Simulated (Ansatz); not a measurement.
# A bimetallic surface: Ru on Al(100), quarter in the top layer, both faces, part 4 of 4

Aim: core-level shifts, shell centres and work function of Ru on Al(100), quarter in the top layer, both faces.

Ansatz 0.2.0; DFT, PBE, plane-wave PAW, default files, scalar-relativistic (the session's first sound run).

So far, work function, upper face (eV): step 2 (the clean face) 4.29; step 3 (relaxing the atoms) 4.34; step 4 (layer-resolved bands, DOS and potential) 4.38.

## (6) With LDA

This step: DFT, LDA, plane-wave PAW, default files, scalar-relativistic (Ansatz 0.2.0).

The run is repeated with LDA on the same cell, to see how much the levels hang on the functional.

The input, input.yaml:

```yaml
crystal:
  lattice:
    - [5.713422792, 0.0, 0.0]
    - [0.0, 5.713422792, 0.0]
    - [0.0, 0.0, 22.08]
  atoms:
    - { symbol: Ru, position: [0.0, 0.0, 0.6518014248] }
    - { symbol: Al, position: [0.5, 0.0, 0.6836426493] }
    - { symbol: Al, position: [0.0, 0.5, 0.6836426493] }
    - { symbol: Al, position: [0.5, 0.5, 0.6909412591] }
    - { symbol: Al, position: [0.2589342027, 0.2589342027, 0.5929541912] }
    - { symbol: Al, position: [0.7410657973, 0.2589342027, 0.5929541912] }
    - { symbol: Al, position: [0.2589342027, 0.7410657973, 0.5929541912] }
    - { symbol: Al, position: [0.7410657973, 0.7410657973, 0.5929541912] }
    - { symbol: Al, position: [0.0, 0.0, 0.5] }
    - { symbol: Al, position: [0.5, 0.0, 0.5] }
    - { symbol: Al, position: [0.0, 0.5, 0.5] }
    - { symbol: Al, position: [0.5, 0.5, 0.5] }
    - { symbol: Al, position: [0.2589342027, 0.2589342027, 0.4070458088] }
    - { symbol: Al, position: [0.7410657973, 0.2589342027, 0.4070458088] }
    - { symbol: Al, position: [0.2589342027, 0.7410657973, 0.4070458088] }
    - { symbol: Al, position: [0.7410657973, 0.7410657973, 0.4070458088] }
    - { symbol: Ru, position: [0.0, 0.0, 0.3481985752] }
    - { symbol: Al, position: [0.5, 0.0, 0.3163573507] }
    - { symbol: Al, position: [0.0, 0.5, 0.3163573507] }
    - { symbol: Al, position: [0.5, 0.5, 0.3090587409] }
kpoints:
  mp_grid: { grid: [8, 8, 1] }
scf:
  occupations: { method: fermi_dirac, width: 0.05 }
  n_extra_bands: 21
hamiltonian:
  xc: lda
  pseudopotentials: { kind: paw }
output:
  forces: true
  write_potential: true
  volumetric_format: []
  eigenstates:
    kpoints:
      - [0.0, 0.0, 0.0]
      - [-0.07142857, -0.07142857, 0.0]
      - [-0.14285714, -0.14285714, 0.0]
      - [-0.21428571, -0.21428571, 0.0]
      - [-0.28571429, -0.28571429, 0.0]
      - [-0.35714286, -0.35714286, 0.0]
      # [... 24 more points ...]
      - [0.0, -0.2, 0.0]
      - [0.0, -0.1, 0.0]
    e_range: [-8.0, 4.0]
    unfold:
      supercell_matrix: [[2, 0, 0], [0, 2, 0], [0, 0, 1]]
      layers:
        axis: 3
        edges: [0.1279, 0.430284, 0.430384, 0.569614, 0.569714, 0.872099]
```

Run with:

```console
ansatz run input.yaml --threads 4 --pin off --max-ram 12288MiB --backend cpu --events-out ev --progress --plain --runs-dir out
```

Numbers of over 12 decimals in the logs are rounded to 6 here.

Output:

```text
[...]
Crystal: 20 atoms, lattice volume = 720.762 Å³
Basis set: ecut = 420 eV, 14181 PW (Γ)
Bands: 64, of which v1, the nominal top of the filled ones, is band 43 counted from 1 (42 counted from 0)
Symmetry: 16 space group operations
[...]
k-points: 15 of 64
[...]
SCF iter   1: F=—  HF=-20744.430857 eV  |F-HF|=—  |Δ(HF+E_count)|=         —  Δρ=3.77e-3  dr2=3.29e-1  ethr=1.77e-3  ⟨swp⟩=8.3  Hψ=5025  notcnv=0  defer=58
[...]
SCF iter   8: F=-20744.395495 eV  HF=-20744.395495 eV  |F-HF|=7.60e-10  |Δ(HF+E_count)|=   1.09e-8  Δρ=6.40e-7  dr2=3.68e-9  ethr=1.16e-10  ⟨swp⟩=9.7  Hψ=5934  notcnv=0
SCF 1 converged in 8 iterations: F = -20744.395495 eV  dr2 = 3.68e-9
[...]
SCF converged after 8 iterations
Free energy (F): -20744.395495 eV
[...]
Internal energy: -20744.335688 eV  (E = F + TS)
E sigma→0 (E₀):  -20744.365591 eV
Entropy (-TS):   -0.059808 eV (-2.990 meV/atom)
Fermi energy:    1.558584 eV
[...]
--- Forces (eV/Å), atoms counted from 1 ---
  atom   1  Ru     0.00000000     0.00000000    -0.53158575
  atom   2  Al     0.00000000     0.00000000    -0.19366111
  atom   3  Al     0.00000000     0.00000000    -0.19366111
  atom   4  Al     0.00000000     0.00000000    -0.23626295
  atom   5  Al    -0.05898329    -0.05898329     0.15431172
  atom   6  Al     0.05898329    -0.05898329     0.15431172
  atom   7  Al    -0.05898329     0.05898329     0.15431172
  atom   8  Al     0.05898329     0.05898329     0.15431172
  atom   9  Al     0.00000000     0.00000000     0.00000000
  atom  10  Al    -0.00000000    -0.00000000     0.00000000
  atom  11  Al     0.00000000     0.00000000     0.00000000
  atom  12  Al     0.00000000    -0.00000000     0.00000000
  atom  13  Al    -0.05898329    -0.05898329    -0.15431172
  atom  14  Al     0.05898329    -0.05898329    -0.15431172
  atom  15  Al    -0.05898329     0.05898329    -0.15431172
  atom  16  Al     0.05898329     0.05898329    -0.15431172
  atom  17  Ru     0.00000000     0.00000000     0.53158575
  atom  18  Al     0.00000000     0.00000000     0.19366111
  atom  19  Al     0.00000000     0.00000000     0.19366111
  atom  20  Al     0.00000000     0.00000000     0.23626295
  max |Σ_I F_I| component: 2.78e-16 eV/Å
--- Band table (eV; the first three rows and the last of 15) ---
  k-point 0: bands = [... 39 lower, 0.9977, 1.0762, 1.0783, 1.1052, 1.3102, 1.3102, 1.3982, 1.7738, ... 17 higher]
  k-point 1: bands = [... 39 lower, 0.9584, 1.0617, 1.2593, 1.3534, 1.3926, 1.4545, 1.6721, 1.7444, ... 17 higher]
  k-point 2: bands = [... 39 lower, 0.8041, 0.9569, 1.1557, 1.1611, 1.2441, 1.5140, 1.9278, 2.2478, ... 17 higher]
  k-point 14: bands = [... 39 lower, 1.7648, 1.8835, 1.8835, 1.9432, 1.9529, 1.9529, 1.9905, 2.8748, ... 17 higher]
```

It took 46 s on 4 threads of Arm Neoverse V2, shared host; peak memory 1.7 GiB.

This step gave:

- free energy: -20744.3955 eV
- energy at zero smearing: -20744.3656 eV
- smearing term TS: 0.05981 eV
- Fermi energy: 1.559 eV
- symmetry operations: 16
- work function, upper face: 4.550 eV
- work function, lower face: 4.550 eV

A(k,E), total over k along the path and E. Zero: Fermi level.

Ten even steps from '0' (0.02 eV⁻¹) to '9' (5.43 eV⁻¹), each cell a mean:
```
23233232213222224211120111112324142
22331233331201111010101010111242312
33231123332000000221100212111131233
54135211323211212323121233211214445
12633323131110000110111101123236231
33321241200000000021111011221221513
54324434211010000112222111101111345
56332121210002221102123322211113585
54422212221111211112331121123244325
54333321113222222223221233332322245
22565322212231112322233211233335332
12123221111101012122322313323242431
95442222322111310000020142021201149
24113111011221022221223323323232452
01300210000011211000022112221223410
00120012000000000000012321012224000
00112000110000000001102122443340000
00021100012100000021011312114300000
00001111000122122200010232441000000
00001011200000100001201133100000000
00000300021000000001001200000000000
00000021001200001220021000000000000
```
Columns: k along the path (Å⁻¹) from 0 to 3.75; rows upwards: E (eV) from -7.7 to 3.7.

Peaks of A(k,E) at the labelled points: for each region the eleven nearest the zero at most, each over 6 % of that point's highest, less those above the energy where the solved bands run out; weight and spread sum the levels within three half widths or 0.3 eV, so near peaks share levels. Peaks of the spectral function, the first 40 of 99 rows:

```csv
point,weight on,E (eV),A (1/eV),weight near the peak,rms spread of levels (eV)
M,total,-2.9,9.048,3.835,0.093
M,total,-1.42,3.824,1.423,0.097
M,total,-1.12,3.373,1.856,0.151
M,total,-0.5,5.355,2.945,0.134
M,total,-0.24,5.081,2.286,0.115
M,total,0.46,5.932,1.771,0.024
M,total,0.94,3.06,0.915,0.034
M,total,1.86,3.187,1.554,0.112
M,total,2.06,3.629,2.64,0.179
M,total,2.26,4.193,1.846,0.102
M,total,2.84,1.194,0.89,0.114
M,top,-2.9,3.317,1.491,0.099
M,top,-1.42,0.708,0.294,0.128
M,top,-1.12,1.161,0.488,0.135
M,top,-0.46,1.169,0.918,0.122
M,top,-0.24,2.135,0.853,0.105
M,top,0.46,2.368,0.715,0.027
M,top,0.94,1.078,0.329,0.038
M,top,1.84,1.108,0.47,0.109
M,top,2.06,1.01,0.865,0.19
M,top,2.26,1.465,0.574,0.096
M,top,2.84,0.515,0.349,0.123
M,middle,-2.9,2.409,0.851,0.064
M,middle,-1.42,2.407,0.835,0.064
M,middle,-1.12,1.049,0.879,0.134
M,middle,-0.54,3.359,1.312,0.073
M,middle,0.46,1.197,0.341,0
M,middle,0.92,0.917,0.256,0.001
M,middle,1.86,0.99,0.614,0.104
M,middle,2.06,1.606,0.909,0.157
M,middle,2.26,1.259,0.697,0.102
M,middle,3.1,0.676,0.191,0.02
M,middle,3.5,0.313,0.051,0.009
Γ,total,-2.66,2.286,1.16,0.115
Γ,total,-1.54,1.293,0.466,0.071
Γ,total,-1.42,1.288,0.978,0.155
Γ,total,-1.2,1.964,0.75,0.098
Γ,total,-0.48,3.033,1.124,0.093
Γ,total,-0.26,1.538,1.266,0.125
Γ,total,0.2,0.381,0.142,0.117
```

From the Fermi level. Planar mean, electrostatic potential against z:

z (Å), planar mean, electrostatic potential (eV) and a bar from the least value:
```
        0       4.55 ##############################
        1       4.55 ##############################
        2       4.55 ##############################
        3       4.55 ##############################
        4       4.52 ##############################
        5       4.23 #############################
        6       1.00 ####################
        7      -5.61 ##
        8      -5.89 #
        9      -6.00 
       10      -1.82 ############
       11      -6.07 
       12      -1.99 ############
       13      -5.98 #
       14      -5.66 #
       15      -6.16 
       16       0.33 ##################
       17       4.15 #############################
       18       4.52 ##############################
       19       4.55 ##############################
       20       4.55 ##############################
       21       4.55 ##############################
```

Levels are drawn here with a half width of 0.1 eV, so heights of A(k,E) don't compare between steps with other widths.

The two runs compared:

```csv
quantity,this run,base run,difference
"work function, upper face (eV)",4.5498,4.3764,0.173
"work function, lower face (eV)",4.5498,4.3764,0.173
```

One result that differs is the work function, upper face, 4.55 eV against 4.38 eV.

## (7) Summary of results

| Quantity | Value |
| --- | --- |
| work function | 4.38 eV |
| change from the clean face | +0.08 eV |
| Ru 4d centre of the filled part above −10 eV, from the plotted curve, layer 1 | -2.19 eV |
| Al core shifts among the listed atoms, from the last listed one | -0.35 to +0.00 eV |

The Fermi level of Ru on Al(100), quarter in the top layer, both faces lies 4.38 eV below the vacuum, a change of +0.08 eV from the clean face. Only the strongest levels a point were stored, too few to count surface states. Core shifts: Al -0.35 to +0.00 eV. Among the sites run, the most bound Al 2p level is that of Al9 (layer 3), bonded to 12 Al; the least bound, 0.35 eV shallower, that of Al4 (layer 1), bonded to 8 Al. At 21.2 eV the valence spectrum has its highest listed peak within 10.8 eV at 1.8 eV (Ru 4d). At 1486.7 eV the valence spectrum has its highest listed peak within 12.2 eV at 1.8 eV (Ru 4d). The shell named is the one with most of the intensity, cross sections included, not always the one with most states there. In the main run, from 1486.7 eV towards hard X-rays the Al 3s share grows by 29 points, as its cross section falls more slowly with photon energy than those of the shells it gains on. With LDA, the work function moves from 4.38 to 4.55 eV. The slab's own atoms span 8.4 Å, so bulk bands appear as a few quantum-well levels, and states of the two faces can mix.

[Logs are printed without paths, hosts, clocks, repeated set-up lines and the standing remarks that a program may print on its own settings, such as how far it seeks lower states.]

[Hosts, paths, dates, database ids (printed as entryN), source tags and the programs' standing remarks are cut or masked in the printed files.]

[Maps of the electrostatic potential energy from Ansatz leave out the sawtooth potential of an applied field or a dipole correction, so their vacuum need not be flat; work functions include it.]
